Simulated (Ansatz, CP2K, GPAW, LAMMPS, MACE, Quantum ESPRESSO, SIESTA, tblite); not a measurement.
## Aqueous Ca2+ and HSO4-, 2.3 mol of salt per kg of water at 360 K (85 atoms) in other programs, against a plane-wave reference

Aim: run aqueous Ca2+ and HSO4-, 2.3 mol of salt per kg of water at 360 K (85 atoms) in several programs and set results and cost side by side. A plane-wave run serves as the reference.

Program: Quantum ESPRESSO 7.5. Level of theory: Kohn-Sham DFT, PBE, SSSP efficiency 1.3.0 pseudopotentials, plane waves. Results are calculated unless marked as measured.

## 1. Set-up

The cell holds 85 atoms: 32 O, 2 S, 50 H and 1 Ca. Its edges and angles: a = 9.346 Å, b = 9.346 Å, c = 9.346 Å, α = 90.0°, β = 90.0°, γ = 90.0°. 24 H2O, 1 Ca2+, 2 HSO4- placed at random, at 1.36 g/cm³; overlaps pushed apart, then 10 ps at 420 K with divalent ions of Li, Roberts, Chakravorty and Merz (J. Chem. Theory Comput. 9, 2733 (2013)); MMFF94 bonds, angles, torsions, charges and radii (Halgren, J. Comput. Chem. 17, 490 (1996)) in harmonic and 12-6 forms; SPC/E water (Berendsen, Grigera and Straatsma, J. Phys. Chem. 91, 6269 (1987)). Snapshot after 20 ps at 360 K and fixed volume.

## 2. Plane-wave reference

pw.in

```
&control
  calculation = 'scf'
  pseudo_dir = './pseudo'
  outdir = './tmp'
  disk_io = 'none'
  tprnfor = .true.
  tstress = .true.
/
&system
  ibrav = 0
  nat = 85
  ntyp = 4
  ecutwfc = 60
  ecutrho = 480
  nosym = .true.
  occupations = 'smearing'
  smearing = 'fd'
  degauss = 0.003675
/
&electrons
  conv_thr = 4.3e-07
  electron_maxstep = 100
  mixing_beta = 0.4
  mixing_mode = 'plain'
  diagonalization = 'david'
/
ATOMIC_SPECIES
O 15.999 O.upf
S 32.060 S.upf
H 1.008 H.upf
Ca 40.078 Ca.upf
CELL_PARAMETERS angstrom
9.34568 0.00000 0.00000
0.00000 9.34568 0.00000
0.00000 0.00000 9.34568
ATOMIC_POSITIONS crystal
O 0.28254 0.70154 0.95248
S 0.26159 0.59508 0.08749
O 0.10449 0.58309 0.10119
O 0.33140 0.66172 0.21322
O 0.33117 0.46480 0.03732
H 0.24212 0.79783 0.98529
O 0.62533 0.06097 0.91682
S 0.78551 0.00181 0.93332
O 0.85855 0.04441 0.80405
O 0.76420 0.84371 0.93995
O 0.83143 0.07617 0.05960
H 0.61686 0.16300 0.94527
[... 69 atom lines left out ...]
O 0.14085 0.16631 0.78510
H 0.14558 0.21858 0.87835
H 0.06649 0.08960 0.79095
Ca 0.76055 0.70127 0.47755
K_POINTS gamma
```

Run with:

```console
OMP_NUM_THREADS=1 mpirun -np 2 pw.x -in pw.in > output.txt
```

Output:

```text
Program PWSCF
     gamma-point specific algorithms are used
     Parallelization info
     sticks:   dense  smooth     PW     G-vecs:    dense   smooth      PW
     Min        5952    2978    739               488932   173038   21689
     Max        5953    2979    742               488935   173045   21698
     Sum       11905    5957   1481               977867   346083   43387
     bravais-lattice index     =            0
     lattice parameter (alat)  =      17.6608  a.u.
     unit-cell volume          =    5508.4488 (a.u.)^3
     number of atoms/cell      =           85
     number of atomic types    =            4
     number of electrons       =       264.00
     number of Kohn-Sham states=          158
     kinetic-energy cutoff     =      60.0000  Ry
[... lines left out ...]
     scf convergence threshold =      4.3E-07
[... lines left out ...]
     number of k points=     1  Fermi-Dirac smearing, width (Ry)=  0.0037
[... lines left out ...]
     total energy              =   -1514.01967401 Ry
[... lines left out ...]
     total energy              =   -1516.62037852 Ry
[... lines left out ...]
     total energy              =   -1516.59858064 Ry
[... lines left out ...]
     total energy              =   -1516.62953235 Ry
[... lines left out ...]
     total energy              =   -1516.62953374 Ry
[... lines left out ...]
   -20.4965 -20.3754 -20.3199 -20.1398 -19.9290 -19.9042 -19.8799 -19.8570
   -19.7776 -19.7043 -19.6804 -19.6453 -19.5518 -19.5076 -19.4690 -19.3285
[...]
5.4574   5.5704   5.6072   5.8173   5.9889   6.2134   6.3926   6.4942
     6.5681   6.6221   6.7454   6.8140   6.9081   7.0058   7.1442   7.1940
     7.2823   7.3688   7.4655   7.5103   7.5497   7.6988
     the Fermi energy is     0.8592 ev
!    total energy              =   -1516.62953392 Ry
     estimated scf accuracy    <       0.00000040 Ry
     smearing contrib. (-TS)   =      -0.00000000 Ry
     internal energy E=F+TS    =   -1516.62953392 Ry
     The total energy is F=E-TS. E is the sum of the following terms:
     one-electron contribution =    -895.30700696 Ry
     hartree contribution      =     546.77199515 Ry
     xc contribution           =    -303.26601849 Ry
     ewald contribution        =    -560.61788638 Ry
     one-center paw contrib.   =    -304.21061724 Ry
     convergence has been achieved in  10 iterations
     Forces acting on atoms (cartesian axes, Ry/au):
     atom    1 type  1   force =    -0.00385323    0.02510380    0.02771670
     atom    2 type  2   force =    -0.04635584    0.05313546   -0.00183672
     atom    3 type  1   force =     0.01953554   -0.01707071    0.00639402
[...]
atom   84 type  3   force =     0.02513015    0.03771905    0.01607469
     atom   85 type  4   force =    -0.01048001    0.00072771   -0.00035148
     Total force =     0.388853     Total SCF correction =     0.001486
     Computing stress (Cartesian axis) and pressure
          total   stress  (Ry/bohr**3)                   (kbar)     P=      -10.35
  -0.00010252   0.00000417  -0.00000860          -15.08        0.61       -1.27
   0.00000417  -0.00001404  -0.00002439            0.61       -2.07       -3.59
  -0.00000860  -0.00002439  -0.00009454           -1.27       -3.59      -13.91
     Message from routine punch:
     Nothing written, as per user request (disk_io='none')
```

Run time: 2 min. Hardware: 2 MPI ranks of Arm Neoverse V1, shared host; peak memory 2 GiB.

Banners, paths, timers and routine set-up lines are dropped from the logs unmarked, and long logs keep their key lines alone; longer cuts are marked.

Numbers from this run:

- r.m.s. force component: 0.6261 eV/Å
- longest force: 2.241 eV/Å
- pressure: -1.035 GPa
- gap (highest filled to lowest empty level): 4.103 eV

## 3. Local order

g(r), total and by pair (bins of 0.2 Å):

```csv
r (Å),total,H-H,H-O,H-S,H-Ca,O-O,O-S
0.90,2.17,0.00,4.91,0.00,0.00,0.00,0.00
1.10,2.31,0.00,5.20,0.00,0.00,0.00,0.00
1.30,0.00,0.00,0.00,0.00,0.00,0.00,0.00
1.50,0.36,0.00,0.25,0.00,0.00,0.00,14.35
1.70,1.31,2.36,0.96,0.00,0.00,0.00,3.85
1.90,0.49,0.42,0.78,0.00,0.00,0.00,0.00
2.10,0.67,1.05,0.60,1.41,0.00,0.00,0.00
2.30,0.51,1.04,0.27,0.00,0.00,0.23,0.00
2.50,0.87,1.25,0.29,0.55,0.00,1.35,0.00
2.70,0.99,0.89,0.86,0.42,0.00,1.98,0.00
2.90,1.03,0.77,1.06,2.28,0.73,1.52,0.00
3.10,1.16,0.68,1.17,3.42,6.63,1.54,0.00
3.30,1.09,0.91,1.28,0.28,3.03,1.04,0.46
3.50,1.17,1.15,1.44,0.28,0.00,0.72,1.30
3.70,0.96,1.11,0.93,0.72,0.00,0.92,0.71
3.90,1.10,1.09,1.15,0.63,0.00,0.84,3.98
4.10,1.03,1.17,0.99,1.93,0.00,0.83,0.90
4.30,0.90,0.94,0.90,0.71,1.05,0.92,0.81
4.50,0.94,0.93,0.91,1.27,1.29,0.84,0.25
```

Bonds by pair of elements; cutoffs follow the first minimum of g(r), held within bounds set by covalent radii, and pairs that aren't listed don't count as bonded (cutoffs were set anew for this text, so counts can differ from the run's own analysis):

```csv
pair A-B,cutoff (Å),bonds,mean length (Å),spread (Å),shortest (Å),B about A,A about B
H-O,1.21,50,1,0.003,0.993,1,1.56
O-S,2.02,8,1.50,0.066,1.44,0.25,4
O-Ca,2.88,8,2.51,0.063,2.45,0.25,8
```

How many atoms have how many bonded neighbours:

```csv
element,mean,1,2,3,4,8
Ca,8,0,0,0,0,1
H,1,50,0,0,0,0
O,2.06,6,18,8,0,0
S,4,0,0,0,2,0
```

Hydrogen bonds between water molecules (O–O under 3.5 Å, H–O···O angle under 30°):

```csv
hydrogen bonds to other water,molecules
0,0
1,8
2,4
3,11
4,0
5,1
```

First shells of the ions:

```csv
ion,count,shell,mean number
Ca,1,water O within 3.2 A,8
```

## 4. The other programs

The programs:
- CP2K 2026.2: Gaussian basis with GTH pseudopotentials and a plane-wave density; labels give functional, basis (MOLOPT sets; SR short-range, UZH the newer set with its own potentials), grid cutoff/relative cutoff and solver (OT: orbital transformation; TRS4, TC2, SIGN: linear-scaling purification with its sparsity filter), or its built-in tight binding.
- GPAW 26.7.0: PAW with atomic orbitals (LCAO), plane waves or a real-space grid of spacing h.
- MACE: machine-learned potential, published weights.
- Quantum ESPRESSO 7.5: plane waves; labels (QE) give functional, pseudopotential set and cutoffs of waves/density.
- SIESTA 5.4.2: numerical atomic orbitals, whose automatically made sets are far from complete, with PseudoDojo norm-conserving potentials that we converted to its format (checked against plane waves on the same files for H, C, O, Si, Ge and Ca alone); labels give functional, basis size, energy shift and mesh cutoff.
- tblite 0.8.0: extended tight binding, driven from Python.

All use the same cell and atoms; the electronic-structure runs use the same k-mesh, and an electronic temperature of 580 K (0.05 eV) where levels are smeared.

Differences are against the plane-wave reference, forces as r.m.s. over components; share is that over the reference's r.m.s. force, slope the least-squares factor from reference forces to these. Total energies of different programs have different zeros and aren't compared.

```csv
run,"Δ force, r.m.s. (meV/Å)",share (%),slope,Δ pressure (GPa),Δ gap (eV),cores,CPU time,memory (GiB)
reference,-,-,-,-,-,2,4.1 min,2.0
"CP2K PBE, DZVP-MOLOPT-SR, 600/50 Ry, TRS4 filter 1e-03, SCF 1e-04 (coarse)",324,51.7,1.062,1.97,-,2,75 s,1.2
"CP2K PBE, DZVP-MOLOPT-SR, 600/50 Ry, TRS4 filter 1e-05, SCF 1e-06",78.8,12.6,0.999,0.692,-,2,1.9 min,1.2
"CP2K PBE, DZVP-MOLOPT-SR, 600/50 Ry, TRS4 filter 1e-07, SCF 1e-07",77.2,12.3,1.002,0.690,-,2,2.3 min,1.2
"CP2K PBE, DZVP-MOLOPT-SR, 600/50 Ry, diagonalisation",78.5,12.5,1.003,0.691,1.28,2,3.5 min,2.5
"CP2K PBE, DZVP-UZH, 210/50 Ry, diagonalisation (coarse)",194,31.0,0.909,1.85,0.0874,2,2.3 min,0.68
"CP2K PBE, DZVP-UZH, 600/50 Ry, diagonalisation",138,22.1,0.916,1.50,0.129,4,3.6 min,3.4
"CP2K PBE, SZV-MOLOPT-SR, 600/50 Ry, diagonalisation (coarse)",2654,424,-0.461,18.4,1.51,1,1.8 min,2.4
"GPAW PBE, LCAO dzp, h 0.18 Å",481,76.9,0.658,-,0.198,1,54 s,0.82
"GPAW PBE, LCAO sz(dzp), h 0.18 Å (coarse)",3511,561,-1.484,-,-0.634,1,26 s,0.66
"GPAW PBE, LCAO szp(dzp), h 0.18 Å (coarse)",1588,254,-0.473,-,0.754,1,45 s,0.79
MACE MP-0b2 small potential,86.7,13.9,0.922,0.0139,-,1,7.3 s,0.67
MACE MP-0b3 medium potential,90.0,14.4,0.912,0.0629,-,1,9.5 s,1.3
MACE MPA-0 medium potential,88.3,14.1,0.941,0.614,-,1,10 s,1.2
"QE PBE, gbrv-1.5, 40/200 Ry",202,32.3,0.795,1.44,0.0321,2,87 s,0.74
"SIESTA PBE, DZ, shift 0.01 Ry, mesh 500 Ry (coarse)",1784,285,0.400,6.86,-0.627,1,60 s,0.59
"SIESTA PBE, DZP, shift 0.01 Ry, mesh 500 Ry",244,38.9,0.812,0.0345,0.263,2,2 min,1.2
"SIESTA PBE, SZ, shift 0.01 Ry, mesh 500 Ry (coarse)",3590,573,-1.479,20.0,-1.07,1,52 s,0.53
"SIESTA PBE, SZ, shift 0.02 Ry, mesh 500 Ry (coarse)",3442,550,-1.353,16.1,-1.01,1,47 s,0.49
"SIESTA PBE, SZ, shift 0.02 Ry, mesh 500 Ry, orbital minimisation (coarse)",3442,550,-1.353,16.1,-,2,89 s,0.72
"SIESTA PBE, SZP, shift 0.01 Ry, mesh 500 Ry (coarse)",1452,232,-0.272,6.60,0.888,2,1.9 min,1.1
tblite GFN1-xTB,353,56.4,1.127,-3.29,-,1,3.2 s,0.15
```

Rows marked coarse were listed beforehand as settings not expected to be converged; some can still land near the reference.

Times of the machine-learned potentials are mostly Python's start and the loading of weights.

CPU time is summed over cores on a shared host, where runs went side by side, so it is rough. Symmetry, cutoffs, thresholds, outputs and thread counts weren't matched or tuned between programs; memory under MPI is the largest rank's times the ranks.

Runs without a result: CP2K GFN1-xTB, diagonalisation (not converged); CP2K HSE06 with ADMM, PBE0 potentials, DZVP-UZH, 600/50 Ry, OT DIIS (cut off at its time limit of 46 min).

Mean charges by element (e), by run and scheme:

```csv
run,scheme,O,S,H,Ca
"CP2K PBE, DZVP-MOLOPT-SR, 600/50 Ry, TRS4 filter 1e-05, SCF 1e-06",Mulliken,-0.33,+0.87,+0.15,+1.36
"CP2K PBE, DZVP-MOLOPT-SR, 600/50 Ry, TRS4 filter 1e-07, SCF 1e-07",Mulliken,-0.33,+0.87,+0.15,+1.35
"CP2K PBE, DZVP-MOLOPT-SR, 600/50 Ry, diagonalisation",Mulliken,-0.33,+0.87,+0.15,+1.35
"CP2K PBE, DZVP-MOLOPT-SR, 600/50 Ry, diagonalisation",Hirshfeld,-0.23,+0.51,+0.12,+0.43
"CP2K PBE, DZVP-UZH, 600/50 Ry, diagonalisation",Mulliken,-0.56,+0.63,+0.30,+1.49
"CP2K PBE, DZVP-UZH, 600/50 Ry, diagonalisation",Hirshfeld,-0.23,+0.50,+0.12,+0.41
"SIESTA PBE, DZP, shift 0.01 Ry, mesh 500 Ry",Hirshfeld,-0.18,+0.47,+0.09,+0.45
tblite GFN1-xTB,Mulliken,-0.60,+0.65,+0.35,+0.65
```

Within one program, basis, potentials and functional, energies share a zero. Each run against its twin at the usual cutoff or grid and solver:

```csv
run,twin,Δ energy (meV/atom),"Δ force, r.m.s. (meV/Å)",CPU time over the twin's
"CP2K PBE, DZVP-MOLOPT-SR, 600/50 Ry, TRS4 filter 1e-03, SCF 1e-04","DZVP-MOLOPT-SR, 600/50 Ry, diagonalisation",2.66,263,0.36
"CP2K PBE, DZVP-MOLOPT-SR, 600/50 Ry, TRS4 filter 1e-05, SCF 1e-06","DZVP-MOLOPT-SR, 600/50 Ry, diagonalisation",0.017,35.4,0.55
"CP2K PBE, DZVP-MOLOPT-SR, 600/50 Ry, TRS4 filter 1e-07, SCF 1e-07","DZVP-MOLOPT-SR, 600/50 Ry, diagonalisation",0.0058,15.5,0.66
"CP2K PBE, DZVP-UZH, 210/50 Ry, diagonalisation","DZVP-UZH, 600/50 Ry, diagonalisation",-13.4,142,0.65 (this twin ran on 4 cores)
"SIESTA PBE, SZ, shift 0.02 Ry, mesh 500 Ry, orbital minimisation","SZ, shift 0.02 Ry, mesh 500 Ry",0,0.419,1.9 (this twin ran on 1 cores)
```

## 5. Results

```json
{"reference r.m.s. force component": "0.626 eV/Å", "nearest in forces": "CP2K PBE, DZVP-MOLOPT-SR, 600/50 Ry, TRS4 filter 1e-07, SCF 1e-07, 12 %", "farthest in forces": "SIESTA PBE, SZ, shift 0.01 Ry, mesh 500 Ry (coarse), 573 %", "cheapest electronic-structure run beside the reference": "tblite GFN1-xTB, 3.2 s of CPU time"}
```

What this shows: PBE on plane waves or a grid with other potentials, cutoffs or grids, coarse settings apart, differs from the reference by 32 % (QE PBE, gbrv-1.5, 40/200 Ry) of the r.m.s. force; potentials, valence shells or grid differ, and the table alone doesn't part them. The PBE runs in local orbitals, coarse settings apart, differ by 12 % (CP2K PBE, DZVP-MOLOPT-SR, 600/50 Ry, TRS4 filter 1e-07, SCF 1e-07) to 77 % (GPAW PBE, LCAO dzp, h 0.18 Å); basis, grid and potentials can all enter. Tight binding differs by 56 % (tblite GFN1-xTB); it is another model, with fitted parameters of its own, and the xTB methods hold dispersion. Machine-learned potentials differ by 14 % in each run; they were trained on other programs' data. Runs with settings chosen to be coarse differ by 31 % (CP2K PBE, DZVP-UZH, 210/50 Ry, diagonalisation) to 573 % (SIESTA PBE, SZ, shift 0.01 Ry, mesh 500 Ry), their programs' other errors included. Of the electronic-structure runs that take under half the reference's CPU time, CP2K PBE, DZVP-MOLOPT-SR, 600/50 Ry, TRS4 filter 1e-05, SCF 1e-06 comes nearest, at 13 % in 1.9 min against 4.1 min. In QE PBE, gbrv-1.5, 40/200 Ry the difference has nearly one length on every H (0.35 eV/Å) and points along its bond, outwards: this method prefers longer bonds, and stiff bonds to hydrogen turn a small shift into a large force. At the same functional, gaps differ from the reference's 4.10 eV by between -1.07 and +1.51 eV. A likely cause of the wide gaps: compact atomic orbitals describe empty levels worse than filled ones. In pressure, SIESTA PBE, SZ, shift 0.01 Ry, mesh 500 Ry misses by +20.0 GPa, at the same functional. Charges hang on model, scheme and program or settings: among these rows the mean for Ca runs from +0.41 to +1.49 e. With TRS4, tightening the sparsity filter from 1e-03 to 1e-07, and the SCF threshold with it, takes the force difference from the cubic solver from 263 to 15 meV/Å, and the CPU time from 0.36 to 0.66 times the cubic solver's. In the reference: filled and empty levels are parted by 4.10 eV (on the run's k-points); a semilocal functional tends to put such gaps too low. In a disordered cell it changes from sample to sample and from frame to frame. In the reference: for some of the pairs, g(r) has its first main peak near 1.6 Å (H-H), 1.0 Å (H-O), 3.2 Å (H-Ca), 2.8 Å (O-O) and 1.5 Å (O-S). Periodic xTB results under one method name differ between programs and library versions. With short bonds to hydrogen, sets of potentials differ among themselves by several per cent in forces even at converged cutoffs, so the reference isn't exact here either. GBRV, made for solids, lies farthest in such cells, whatever the cutoff. The reference's pressure holds the uncorrected Pulay stress of its 60 Ry basis, so small pressure differences, and their order, may be the reference's own error. Machine-learned potentials mimic data converged in k, so the reference's own k-point error enters their differences. The network of contacts between molecules at the start is that of the classical potential that made the cell, and needn't be the one that DFT or experiment would give. The concentration wasn't checked against solubility and may exceed it. The reference's PBE has no dispersion term, which matters for the binding between molecules or layers. The density was typed from a rule of thumb and may lie off the real one at this temperature. The electronic-structure runs sample only Γ, in a cell whose shortest periodic width is 9 Å.

[Also dropped from logs without a mark: logging warnings of Python, and SIESTA's first energy breakdown and zero terms.]

[Logs are printed without paths, hosts, clocks, repeated set-up lines and the standing remarks that a program may print on its own settings, such as how far it seeks lower states.]

[Hosts, paths, dates, database ids (printed as entryN), source tags and the programs' standing remarks are cut or masked in the printed files.]

[The MMFF94 radii named for the starting cell were scaled by 0.96; in molecules described by MMFF94, hydrogen bound to N, O or S took a small fixed 12-6 site in their place.]
